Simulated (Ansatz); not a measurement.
## Elastic response of glassy 73SiO2-11CaO-11MgO-5SnO2 (mol %) (122 atoms)

Aim: relax glassy 73SiO2-11CaO-11MgO-5SnO2 (mol %) (122 atoms), then change its volume and shape to read moduli from the stress.

Calculated with Ansatz 0.2.0; Kohn-Sham DFT, LDA, PAW (set soft_2), plane waves.

## Step 1: The system as given

The cell holds 122 atoms: 32 Si, 5 Ca, 5 Mg, 2 Sn and 78 O. Its edges and angles: a = 11.792 Å, b = 11.792 Å, c = 11.792 Å, α = 90.0°, β = 90.0°, γ = 90.0°. 122 atoms (32 Si, 5 Ca, 5 Mg, 2 Sn, 78 O) placed at random at 2.56 g/cm³, melted at 4000 K for 10 ps at fixed volume with the Morse and Coulomb pair potential with partial charges (Pedone, Malavasi, Menziani, Cormack and Segre, J. Phys. Chem. B 110, 11780 (2006)). Quenched from 4000 K to 300 K at 50 K/ps and fixed volume, held 10 ps at zero pressure.

Limits known from the start: The quench rate of 50 K/ps far exceeds what a furnace or splat quench reaches, so expect more defects and frozen-in strain than in a real sample. The network of bonds at the start is that of the classical potential that made the cell, and needn't be the one that DFT or experiment would give. The Brillouin zone is sampled at Γ only.

## Step 2: Single point at the start

The forces at the start show how far the geometry lies from a minimum of this functional.

input.yaml

```yaml
crystal:
  lattice:
    - [11.79248, 0.0, 0.0]
    - [0.0, 11.79248, 0.0]
    - [0.0, 0.0, 11.79248]
  atoms:
    - { symbol: Si, position: [0.32698, 0.51329, 0.61361] }
    - { symbol: Si, position: [0.05152, 0.6833, 0.46069] }
    - { symbol: Si, position: [0.46228, 0.95222, 0.72062] }
    - { symbol: Si, position: [0.21243, 0.39085, 0.91757] }
    - { symbol: Si, position: [0.80392, 0.32236, 0.37988] }
    - { symbol: Si, position: [0.30663, 0.54032, 0.18957] }
    - { symbol: Si, position: [0.40314, 0.22299, 0.28088] }
    - { symbol: Si, position: [0.80629, 0.3177, 0.10524] }
    - { symbol: Si, position: [0.95394, 0.62767, 0.87986] }
    - { symbol: Si, position: [0.5162, 0.03085, 0.96836] }
    - { symbol: Si, position: [0.63357, 0.47861, 0.99012] }
    - { symbol: Si, position: [0.8749, 0.09023, 0.72859] }
    - { symbol: Si, position: [0.70529, 0.72051, 0.98351] }
    - { symbol: Si, position: [0.43879, 0.29541, 0.0287] }
    - { symbol: Si, position: [0.63965, 0.08673, 0.57973] }
    - { symbol: Si, position: [0.60424, 0.03889, 0.32977] }
    - { symbol: Si, position: [0.08888, 0.44061, 0.55464] }
    - { symbol: Si, position: [0.10967, 0.39156, 0.16771] }
    - { symbol: Si, position: [0.44485, 0.82797, 0.34278] }
    - { symbol: Si, position: [0.13492, 0.16627, 0.28218] }
    - { symbol: Si, position: [0.44308, 0.57672, 0.39637] }
    - { symbol: Si, position: [0.33245, 0.61534, 0.9432] }
    - { symbol: Si, position: [0.9488, 0.10804, 0.46919] }
    - { symbol: Si, position: [0.77118, 0.7417, 0.22661] }
    - { symbol: Si, position: [0.73528, 0.06071, 0.09467] }
    - { symbol: Si, position: [0.35182, 0.8463, 0.08123] }
    - { symbol: Si, position: [0.22548, 0.05252, 0.64649] }
    - { symbol: Si, position: [0.6693, 0.52629, 0.71903] }
    - { symbol: Si, position: [0.12856, 0.92279, 0.19214] }
    - { symbol: Si, position: [0.46255, 0.68123, 0.74452] }
    - { symbol: Si, position: [0.20897, 0.87364, 0.44885] }
    - { symbol: Si, position: [0.84833, 0.86151, 0.44516] }
    [... 84 atom lines left out ...]
    - { symbol: O, position: [0.21444, 0.17969, 0.60203] }
    - { symbol: O, position: [0.89282, 0.96644, 0.78189] }
    - { symbol: O, position: [0.40642, 0.40712, 0.61088] }
    - { symbol: O, position: [0.13961, 0.0394, 0.75205] }
    - { symbol: O, position: [0.64224, 0.01946, 0.0069] }
    - { symbol: O, position: [0.02595, 0.64018, 0.99561] }
kpoints:
  mp_grid: { grid: [1, 1, 1] }
hamiltonian:
  xc: lda
scf:
  occupations: { method: gaussian, width: 0.025 }
output:
  forces: true
```

Command:

```
ansatz run input.yaml --threads 4 --pin off --max-ram 8192MiB --backend cpu --events-out ev --progress --plain --runs-dir out
```

The program printed:

```text
[...]
Pseudopotentials: kind: paw
Pseudopotential: Si, paw, valence charge 4, recommended cutoff 420 eV (normal), Si.paw.azcp
Pseudopotential: Ca, paw, valence charge 10, recommended cutoff 420 eV (normal), Ca.paw.azcp
Pseudopotential: Mg, paw, valence charge 10, recommended cutoff 420 eV (normal), Mg.paw.azcp
Pseudopotential: Sn, paw, valence charge 14, recommended cutoff 420 eV (normal), Sn.paw.azcp
Pseudopotential: O, paw, valence charge 6, recommended cutoff 420 eV (normal), O.paw.azcp
[...]
Crystal: 122 atoms, lattice volume = 1639.893 Å³
Basis set: ecut = 420 eV, 31967 PW (Γ)
Bands: 484, of which v1, the nominal top of the filled ones, is band 362 counted from 1 (361 counted from 0)
Symmetry: 1 space group operations
Space group: P1 (ITA 1), of the structure as read, at distance tolerance 1.2e-4 Å
k-points: 1
[...]
Initial density: superposition of atomic densities (neutral atoms: chi_scale 0, normalization atom), corrected by the library's trained network
Initial wavefunctions: pseudopotential atomic-orbital guess
[...]
SCF iter   1: F=—  HF=-93048.075380 eV  |F-HF|=—  |Δ(HF+E_count)|=         —  Δρ=1.38e-2  dr2=2.86e0  ethr=1.77e-3  ⟨swp⟩=8.0  Hψ=2653  notcnv=0  defer=106
preconditioner: auto → Resta (q_TF=auto, 2.381 Å⁻¹)  ε∞=3.3  [insulator: Δε(μ)=2.634 eV  Ē_g=15.765 eV  σ=0.025 eV  W_gap=1.00  n_scr=364 (ndim 8)  ℏωp=23.8 eV  f_vac=0.152  D(μ)=0.00/eV (n_scr^D=0)  ε∞_Penn≈3.3]
SCF iter   2: F=—  HF=-93047.253449 eV  |F-HF|=—  |Δ(HF+E_count)|=   8.22e-1  Δρ=3.94e-3  dr2=1.12e-1  ethr=3.95e-4  ⟨swp⟩=2.0  Hψ=799  notcnv=0  defer=116
SCF iter   3: F=—  HF=-93047.222064 eV  |F-HF|=—  |Δ(HF+E_count)|=   3.14e-2  Δρ=1.72e-3  dr2=3.62e-2  ethr=1.55e-5  ⟨swp⟩=2.0  Hψ=710  notcnv=0  defer=52
automatic band count: iteration 3 solves 420 bands in place of 484: the levels show a gap, and the empty bands left out lie too high to hold charge; the band table lists the bands solved (type scf.n_extra_bands for more)
SCF iter   4: F=—  HF=-93047.212365 eV  |F-HF|=—  |Δ(HF+E_count)|=   9.70e-3  Δρ=6.84e-4  dr2=6.53e-3  ethr=5.00e-6  ⟨swp⟩=2.0  Hψ=711  notcnv=0  defer=52
SCF iter   5: F=—  HF=-93047.211031 eV  |F-HF|=—  |Δ(HF+E_count)|=   1.33e-3  Δρ=1.61e-4  dr2=5.18e-4  ethr=9.02e-7  ⟨swp⟩=2.0  Hψ=623  notcnv=0  defer=52
[...]
SCF iter   9: F=—  HF=-93047.211213 eV  |F-HF|=—  |Δ(HF+E_count)|=   1.29e-6  Δρ=7.25e-6  dr2=7.54e-7  ethr=2.31e-10  ⟨swp⟩=2.0  Hψ=639  notcnv=0  defer=52
SCF iter  10: F=-93047.211213 eV  HF=-93047.211213 eV  |F-HF|=2.61e-8  |Δ(HF+E_count)|=   2.79e-8  Δρ=1.46e-6  dr2=5.16e-8  ethr=1.38e-11  ⟨swp⟩=3.0  Hψ=1757  notcnv=0
SCF 1 converged in 10 iterations: F = -93047.211213 eV  dr2 = 5.16e-8
[...]
SCF converged after 10 iterations
Free energy (F): -93047.211213 eV
Harris-Foulkes:  -93047.211213 eV  (|F-HF|=2.61e-8)
Internal energy: -93047.211213 eV  (E = F + TS)
E sigma→0 (E₀):  -93047.211213 eV
Fermi energy:    5.179741 eV
--- Per-component energies (eV) ---
[...]
Σ components = -93047.211213   (vs F -93047.211213, Δ=0.00e0)
--- Forces (eV/Å), atoms counted from 1 ---
  atom   1  Si    -0.52648573     0.11334098    -3.58586374
  atom   2  Si    -0.20440369     1.88374167    -1.27305945
  atom   3  Si     0.65054638     0.59427159    -1.07752708
  atom   4  Si     1.00692954     0.83619636     1.60496186
[...]
atom 122  O      0.73050330     0.41932430    -0.40020483
  max |Σ_I F_I| component: 3.48e-4 eV/Å
```

Run time: 8.7 s. Hardware: 4 threads of AMD EPYC 9R45, shared host; peak memory 2.3 GiB; 32 s of CPU time.

The r.m.s. force at the start is 1.2 eV/Å.

## Step 3: Cell and atoms relaxed

The cell is relaxed with the atoms, since the starting lattice needn't suit this functional.

input.yaml

```yaml
crystal:
  lattice:
    - [11.79248, 0.0, 0.0]
    - [0.0, 11.79248, 0.0]
    - [0.0, 0.0, 11.79248]
  atoms:
    [... the 122 atom lines of step 2 ...]
kpoints:
  mp_grid: { grid: [1, 1, 1] }
hamiltonian:
  xc: lda
scf:
  occupations: { method: gaussian, width: 0.025 }
output:
  forces: true
relax:
  f_tol: 0.05
  max_steps: 150
  cell: {}
```

The program printed:

```text
[...]
Crystal: 122 atoms, lattice volume = 1639.893 Å³
Basis set: ecut = 420 eV, 31967 PW (Γ)
Bands: 484, of which v1, the nominal top of the filled ones, is band 362 counted from 1 (361 counted from 0)
Symmetry: 1 space group operations
[...]
k-points: 1
[...]
SCF iter   1: F=—  HF=-93048.075380 eV  |F-HF|=—  |Δ(HF+E_count)|=         —  Δρ=1.38e-2  dr2=2.86e0  ethr=1.77e-3  ⟨swp⟩=8.0  Hψ=2653  notcnv=0  defer=106
[...]
SCF iter  10: F=-93047.211213 eV  HF=-93047.211213 eV  |F-HF|=2.64e-8  |Δ(HF+E_count)|=   3.41e-8  Δρ=1.46e-6  dr2=5.19e-8  ethr=1.38e-11  ⟨swp⟩=3.0  Hψ=1810  notcnv=0
SCF 1 converged in 10 iterations: F = -93047.211213 eV  dr2 = 5.19e-8
[...]
relax step   1: F+E_penalty+E_count = -93047.21121263 eV  Δ(F+E_penalty+E_count) = +0.000e0 eV  max|allowed force component| = 4.491e0 eV/Å  Δτ_max = 0.0000 Å  P = -1.924 GPa  Ω = 1639.893 Å³  (10 SCF iters, dr2 threshold 1.00e-7 eV, accepted)
[... from here on, the SCF cycles and remarks between the steps are left out ...]
relax step   2: F+E_penalty+E_count = -93053.04133024 eV  Δ(F+E_penalty+E_count) = -5.830e0 eV  max|allowed force component| = 3.123e0 eV/Å  Δτ_max = 0.1951 Å  P = -0.247 GPa  Ω = 1596.514 Å³  energy of the carried Pulay correction = +2.149e-1 eV  (8 SCF iters, dr2 threshold 1.22e-5 eV, accepted)
relax step   3: F+E_penalty+E_count = -93056.03855942 eV  Δ(F+E_penalty+E_count) = -2.997e0 eV  max|allowed force component| = 1.107e0 eV/Å  Δτ_max = 0.1963 Å  P = +0.688 GPa  Ω = 1567.616 Å³  energy of the carried Pulay correction = +3.614e-1 eV  (8 SCF iters, dr2 threshold 1.22e-5 eV, accepted)
relax step   4: F+E_penalty+E_count = -93056.95992287 eV  Δ(F+E_penalty+E_count) = -9.214e-1 eV  max|allowed force component| = 5.971e-1 eV/Å  Δτ_max = 0.2000 Å  P = +0.667 GPa  Ω = 1560.862 Å³  energy of the carried Pulay correction = +3.960e-1 eV  (7 SCF iters, dr2 threshold 1.22e-5 eV, accepted)
relax step   5: F+E_penalty+E_count = -93057.30094413 eV  Δ(F+E_penalty+E_count) = -3.410e-1 eV  max|allowed force component| = 4.106e-1 eV/Å  Δτ_max = 0.1648 Å  P = -0.149 GPa  Ω = 1562.951 Å³  energy of the carried Pulay correction = +3.852e-1 eV  (7 SCF iters, dr2 threshold 1.22e-5 eV, accepted)
relax step   6: F+E_penalty+E_count = -93057.51434779 eV  Δ(F+E_penalty+E_count) = -2.134e-1 eV  max|allowed force component| = 4.691e-1 eV/Å  Δτ_max = 0.2000 Å  P = -0.062 GPa  Ω = 1562.784 Å³  energy of the carried Pulay correction = +3.861e-1 eV  (7 SCF iters, dr2 threshold 1.05e-5 eV, accepted)
relax step   7: F+E_penalty+E_count = -93057.62831796 eV  Δ(F+E_penalty+E_count) = -1.140e-1 eV  max|allowed force component| = 2.326e-1 eV/Å  Δτ_max = 0.0621 Å  P = -0.016 GPa  Ω = 1561.861 Å³  energy of the carried Pulay correction = +3.908e-1 eV  (7 SCF iters, dr2 threshold 1.22e-5 eV, accepted)
relax step   8: F+E_penalty+E_count = -93057.65336551 eV  Δ(F+E_penalty+E_count) = -2.505e-2 eV  max|allowed force component| = 4.368e-1 eV/Å  Δτ_max = 0.2000 Å  P = -0.086 GPa  Ω = 1566.547 Å³  energy of the carried Pulay correction = +3.668e-1 eV  (8 SCF iters, dr2 threshold 3.38e-6 eV, accepted)
relax step   9: F+E_penalty+E_count = -93057.73163105 eV  Δ(F+E_penalty+E_count) = -7.827e-2 eV  max|allowed force component| = 1.442e-1 eV/Å  Δτ_max = 0.0734 Å  P = +0.067 GPa  Ω = 1563.876 Å³  energy of the carried Pulay correction = +3.805e-1 eV  (7 SCF iters, dr2 threshold 1.19e-5 eV, accepted)
relax step  10: F+E_penalty+E_count = -93057.73588019 eV  Δ(F+E_penalty+E_count) = -4.249e-3 eV  max|allowed force component| = 2.802e-1 eV/Å  Δτ_max = 0.2000 Å  P = -0.028 GPa  Ω = 1565.664 Å³  energy of the carried Pulay correction = +3.713e-1 eV  (8 SCF iters, dr2 threshold 1.30e-6 eV, accepted)
relax step  11: F+E_penalty+E_count = -93057.65692427 eV  Δ(F+E_penalty+E_count) = +7.896e-2 eV  max|allowed force component| = 3.494e-1 eV/Å  Δτ_max = 0.2000 Å  P = +0.108 GPa  Ω = 1565.157 Å³  energy of the carried Pulay correction = +3.739e-1 eV  (8 SCF iters, dr2 threshold 4.91e-6 eV, rejected (line search))
relax step  12: F+E_penalty+E_count = -93057.77344182 eV  Δ(F+E_penalty+E_count) = -3.756e-2 eV  max|allowed force component| = 7.682e-2 eV/Å  Δτ_max = 0.0761 Å  P = +0.016 GPa  Ω = 1567.314 Å³  energy of the carried Pulay correction = +3.629e-1 eV  (12 SCF iters, accepted)
relax step  13: F+E_penalty+E_count = -93057.78473366 eV  Δ(F+E_penalty+E_count) = -1.129e-2 eV  max|allowed force component| = 8.245e-2 eV/Å  Δτ_max = 0.1000 Å  P = +0.082 GPa  Ω = 1566.546 Å³  energy of the carried Pulay correction = +3.668e-1 eV  (8 SCF iters, dr2 threshold 3.69e-7 eV, accepted)
relax step  14: F+E_penalty+E_count = -93057.78128399 eV  Δ(F+E_penalty+E_count) = +3.450e-3 eV  max|allowed force component| = 8.020e-2 eV/Å  Δτ_max = 0.0331 Å  P = -0.049 GPa  Ω = 1568.060 Å³  energy of the carried Pulay correction = +3.591e-1 eV  (7 SCF iters, dr2 threshold 4.25e-7 eV, accepted)
relax step  15: F+E_penalty+E_count = -93057.78191422 eV  Δ(F+E_penalty+E_count) = -6.302e-4 eV  max|allowed force component| = 3.818e-2 eV/Å  Δτ_max = 0.0126 Å  P = -0.028 GPa  Ω = 1568.228 Å³  energy of the carried Pulay correction = +3.582e-1 eV  (7 SCF iters, dr2 threshold 4.02e-7 eV, accepted)
relax step  16: F+E_penalty+E_count = -93057.54785078 eV  Δ(F+E_penalty+E_count) = +2.341e-1 eV  max|allowed force component| = 3.809e-2 eV/Å  Δτ_max = 0.0000 Å  P = -0.305 GPa  Ω = 1568.228 Å³  stress off target by 4.28e-1 GPa  SCF on the basis re-selected at this cell (its energy is not comparable with the rows above)  (7 SCF iters)
relax step  17: F+E_penalty+E_count = -93057.58776649 eV  Δ(F+E_penalty+E_count) = -3.992e-2 eV  max|allowed force component| = 5.247e-2 eV/Å  Δτ_max = 0.0130 Å  P = +0.140 GPa  Ω = 1561.662 Å³  energy of the carried Pulay correction = +3.277e-2 eV  (7 SCF iters, dr2 threshold 4.59e-7 eV, accepted)
relax step  18: F+E_penalty+E_count = -93057.58522542 eV  Δ(F+E_penalty+E_count) = +2.541e-3 eV  max|allowed force component| = 3.821e-2 eV/Å  Δτ_max = 0.0089 Å  P = +0.041 GPa  Ω = 1562.620 Å³  energy of the carried Pulay correction = +2.805e-2 eV  (6 SCF iters, dr2 threshold 1.72e-7 eV, accepted)
relax step  19: F+E_penalty+E_count = -93057.55207607 eV  Δ(F+E_penalty+E_count) = +3.315e-2 eV  max|allowed force component| = 3.826e-2 eV/Å  Δτ_max = 0.0000 Å  P = +0.023 GPa  Ω = 1562.620 Å³  stress off target by 3.06e-2 GPa  SCF on the basis re-selected at this cell (its energy is not comparable with the rows above)  (6 SCF iters)
[...]
SCF converged after 6 iterations
Free energy (F): -93057.552076 eV
[...]
Internal energy: -93057.552076 eV  (E = F + TS)
E sigma→0 (E₀):  -93057.552076 eV
Fermi energy:    5.799242 eV
[...]
--- Forces (eV/Å), atoms counted from 1 ---
  atom   1  Si     0.00337103     0.00034974     0.02039399
  atom   2  Si     0.00207991    -0.00595183    -0.00154293
  atom   3  Si    -0.00107194    -0.01153519     0.00943744
  atom   4  Si    -0.00784210    -0.00861517     0.00731497
  atom   5  Si    -0.01556307    -0.00338018    -0.00635120
  atom   6  Si    -0.00865196     0.00206717     0.00105675
  atom   7  Si     0.00379443    -0.00585706    -0.00240741
  atom   8  Si     0.00060802    -0.00031753    -0.00551166
  atom   9  Si    -0.00092335     0.01012188     0.01143779
  atom  10  Si    -0.00520827     0.00008328    -0.00091921
  atom  11  Si     0.00161241    -0.00276289     0.00273873
  atom  12  Si    -0.00423018     0.00304493     0.00376807
  atom  13  Si     0.00643406     0.00604517    -0.00280899
  atom  14  Si     0.00214107     0.00422531    -0.00437551
[...]
atom 121  O     -0.00166859    -0.00077505    -0.00855037
  atom 122  O      0.00253174    -0.00356423     0.00233923
  max |Σ_I F_I| component: 1.68e-4 eV/Å
--- Stress (GPa, compression-positive) ---
        0.030067      -0.001418       0.002379
       -0.001418       0.021848       0.002243
        0.002379       0.002243       0.017607
  P = ⅓ Tr σ = 0.0232 GPa (0.232 kbar)
--- Relaxed structure (17 steps of the walk, 16 accepted, 2 SCFs on fresh bases) ---
  F+E_penalty+E_count = -93057.55207607 eV   max|allowed force component| = 3.826e-2 eV/Å   (the final SCF, on the basis selected at the relaxed cell)
  cell:  # Å, volume = 1562.6198 Å³
    - [11.915979, -0.113283, 0.00206988]
    - [-0.113283, 11.505897, 0.025995]
    - [0.00206988, 0.025995, 11.398455]
  atoms:
    - { symbol: Si, position: [0.322706, 0.514736, 0.606124] }
    - { symbol: Si, position: [0.045783, 0.683809, 0.462713] }
    - { symbol: Si, position: [0.473536, 0.957150, 0.719155] }
    - { symbol: Si, position: [0.215007, 0.387585, 0.919787] }
[...]
- { symbol: O, position: [0.030746, 0.642967, 0.977880] }
```

The job ended after 2.6 min (4 threads; peak memory 2.4 GiB; 9.8 min of CPU time).

The relaxation converged after 17 steps, with a largest force component of 0.038 eV/Å.

## Step 4: Single point at the relaxed geometry

One more single point at the end of the walk gives the fuller output and checks the residual forces.

input.yaml

```yaml
crystal:
  lattice:
    - [11.91598, -0.11328, 0.00207]
    - [-0.11328, 11.5059, 0.02599]
    - [0.00207, 0.02599, 11.39846]
  atoms:
    - { symbol: Si, position: [0.32271, 0.51474, 0.60612] }
    - { symbol: Si, position: [0.04578, 0.68381, 0.46271] }
    - { symbol: Si, position: [0.47354, 0.95715, 0.71916] }
    - { symbol: Si, position: [0.21501, 0.38759, 0.91979] }
    - { symbol: Si, position: [0.79336, 0.33254, 0.38591] }
    - { symbol: Si, position: [0.2984, 0.54325, 0.19147] }
    [... 110 atom lines left out ...]
    - { symbol: O, position: [0.22242, 0.17731, 0.60633] }
    - { symbol: O, position: [0.87731, 0.96902, 0.74546] }
    - { symbol: O, position: [0.39392, 0.39587, 0.60909] }
    - { symbol: O, position: [0.14326, 0.03054, 0.75225] }
    - { symbol: O, position: [0.64766, 0.02603, 0.00378] }
    - { symbol: O, position: [0.03075, 0.64297, 0.97788] }
kpoints:
  mp_grid: { grid: [1, 1, 1] }
hamiltonian:
  xc: lda
scf:
  occupations: { method: gaussian, width: 0.025 }
output:
  forces: true
  stress: true
  populations: true
  dos:
    method: { smearing: { sigma: 0.1 } }
    de: 0.1
    projected: { site_lists: { Ca: [Ca], Mg: [Mg], O: [O], Si: [Si], Sn: [Sn] } }
  eigenvalues: true
  write_density: true
  write_potential: true
  volumetric_format: npy
```

The program printed:

```text
[...]
Crystal: 122 atoms, lattice volume = 1562.621 Å³
Basis set: ecut = 420 eV, 30491 PW (Γ)
Bands: 484, of which v1, the nominal top of the filled ones, is band 362 counted from 1 (361 counted from 0)
Symmetry: 1 space group operations
[...]
k-points: 1
[...]
SCF iter   1: F=—  HF=-93058.387719 eV  |F-HF|=—  |Δ(HF+E_count)|=         —  Δρ=1.40e-2  dr2=2.75e0  ethr=1.77e-3  ⟨swp⟩=7.0  Hψ=2447  notcnv=0  defer=101
[...]
SCF iter  10: F=-93057.552057 eV  HF=-93057.552057 eV  |F-HF|=2.48e-8  |Δ(HF+E_count)|=   3.53e-8  Δρ=1.56e-6  dr2=5.16e-8  ethr=1.38e-11  ⟨swp⟩=20.0  Hψ=4743  notcnv=0
SCF 1 converged in 10 iterations: F = -93057.552057 eV  dr2 = 5.16e-8
[...]
SCF converged after 10 iterations
Free energy (F): -93057.552057 eV
[...]
Internal energy: -93057.552057 eV  (E = F + TS)
E sigma→0 (E₀):  -93057.552057 eV
Fermi energy:    5.798884 eV
[...]
--- Forces (eV/Å), atoms counted from 1 ---
  atom   1  Si     0.00073747    -0.00405459     0.02056461
  atom   2  Si     0.00289735    -0.00514089     0.00246622
  atom   3  Si    -0.00436459    -0.01222947     0.00761969
  atom   4  Si    -0.01130211    -0.01059154     0.00601810
  atom   5  Si    -0.01456687    -0.00299399    -0.00630739
  atom   6  Si    -0.00353062     0.00334173     0.00105560
  atom   7  Si     0.00402705    -0.00231350    -0.00620901
  atom   8  Si     0.00299940    -0.00094926    -0.00742060
  atom   9  Si     0.00177904     0.00722015     0.00917680
  atom  10  Si    -0.00770526    -0.00043041    -0.00025710
  atom  11  Si    -0.00006757    -0.00471288     0.00120195
  atom  12  Si    -0.00359693     0.00579656     0.00406819
  atom  13  Si     0.00461224     0.00287791    -0.00001368
  atom  14  Si     0.00081362     0.00509952    -0.00425273
[...]
atom 121  O      0.00114794    -0.00117447    -0.00793262
  atom 122  O      0.00188113    -0.00335388     0.00216914
  max |Σ_I F_I| component: 3.57e-4 eV/Å
--- Stress (GPa, compression-positive) ---
        0.029612      -0.002098       0.003052
       -0.002098       0.021937       0.003004
        0.003052       0.003004       0.018371
  P = ⅓ Tr σ = 0.0233 GPa (0.233 kbar)
--- Band table (eV) ---
[...]
--- Löwdin populations: 122 sites ---
  site symbol       q [e]
     0     Si      2.3388
     1     Si      2.3301
     2     Si      2.2459
[...]
121      O      6.8200
  spilling = 0.012958 (of n_electrons = 724.000000)
```

It took 14 s on 4 threads; peak memory 2.3 GiB.

Numbers from this run:

| Property | Result |
| --- | --- |
| free energy | -93057.5521 eV |
| free energy per atom | -762.7668 eV/atom |
| SCF cycles | 10 |
| pressure | 0.02331 GPa |
| r.m.s. force component | 0.00667 eV/Å |
| longest force | 0.04469 eV/Å |
| Fermi energy | 5.799 eV |
| gap (highest filled to lowest empty level) | 3.871 eV |
| spilling of the projection | 0.01296 |

[end of part 1 of 3]

[Long decimals in the printed logs are rounded to 6 places.]

[Logs are printed without paths, hosts, clocks, repeated set-up lines and the standing remarks that a program may print on its own settings, such as how far it seeks lower states.]

[Hosts, paths, dates, database ids (printed as entryN), source tags and the programs' standing remarks are cut or masked in the printed files.]
